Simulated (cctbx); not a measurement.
# LiLaCr4O12: precision against data quality

Space group P4/mmm (no. 123), a = 5.5260 Å, b = 5.5260 Å, c = 7.6990 Å, α = 90.00°, β = 90.00°, γ = 90.00°.

```csv
atom,mult.,x,y,z,Ueq (Å²)
La1,1,1/2,1/2,0,0.0113
Cr1,4,1/2,0,0.2551,0.0134
O1,2,1/2,0,1/2,0.0159
O2,8,0.7370,0.2630,0.7819,0.0214
O3,2,0,1/2,0,0.0104
Li1,1,0,0,0,0.0435
```

This is a model crystal, built by substitution and not relaxed, with assumed displacement parameters.

Five simulated data sets (cctbx; Mo Kα, λ = 0.71073 Å; 6 % proportional error) differ in resolution or exposure (noise floor 15 counts in the first three, 8 in the last two). Each is refined with the right model, isotropic at 1.1 Å and anisotropic otherwise. How do the figures of merit and the uncertainties move?

| d min (Å) | top counts | ⟨I/σ⟩ (unmerged, absences included) | unique | param. (scale apart) | Rint | R1 | GooF | largest s.u. xyz (fractional) | s.u. U of Li1 (Å²) | largest error (Å) |
| --- | --- | --- | --- | --- | --- | --- | --- | --- | --- | --- |
| 1.1 | 5000 | 9.4 | 76 | 9 | 0.059 | 0.0212 | 1.39 | 0.00092 | 0.0121 | 0.0081 |
| 0.84 | 5000 | 7.3 | 160 | 20 | 0.078 | 0.0185 | 0.98 | 0.00057 | 0.0099 | 0.0059 |
| 0.6 | 5000 | 4.8 | 387 | 20 | 0.116 | 0.0240 | 0.91 | 0.00036 | 0.0093 | 0.0054 |
| 0.75 | 300 | 1.3 | 217 | 20 | 0.429 | 0.0661 | 0.92 | 0.00199 | 0.0423 | 0.0107 |
| 0.75 | 3000 | 6.3 | 217 | 20 | 0.091 | 0.0190 | 0.93 | 0.00045 | 0.0084 | 0.0021 |

The number of reflections grows roughly as 1/d³: 76, 160 and 387 here. R1 follows the noise rather than the truth: at 300 counts it is 0.0661, at 3000 counts 0.0190, while GooF is 0.92 and 0.93: the weights 1/σ² carry the noise. The s.u. of U (U11 where anisotropic) for Li1 goes 0.0121, 0.0099, 0.0093 Å² with resolution and 0.0423, 0.0084 Å² with exposure.

The 1.1 Å row also differs in its displacement model, so it isn't a clean test of resolution.

Hardware for the 0.6 Å refinement: 0.42 s on 1 thread of Arm Neoverse V2, with other jobs on the host, peak memory 0.09 GiB.

[Logs are printed without paths, hosts, clocks, repeated set-up lines and the standing remarks that a program may print on its own settings, such as how far it seeks lower states.]
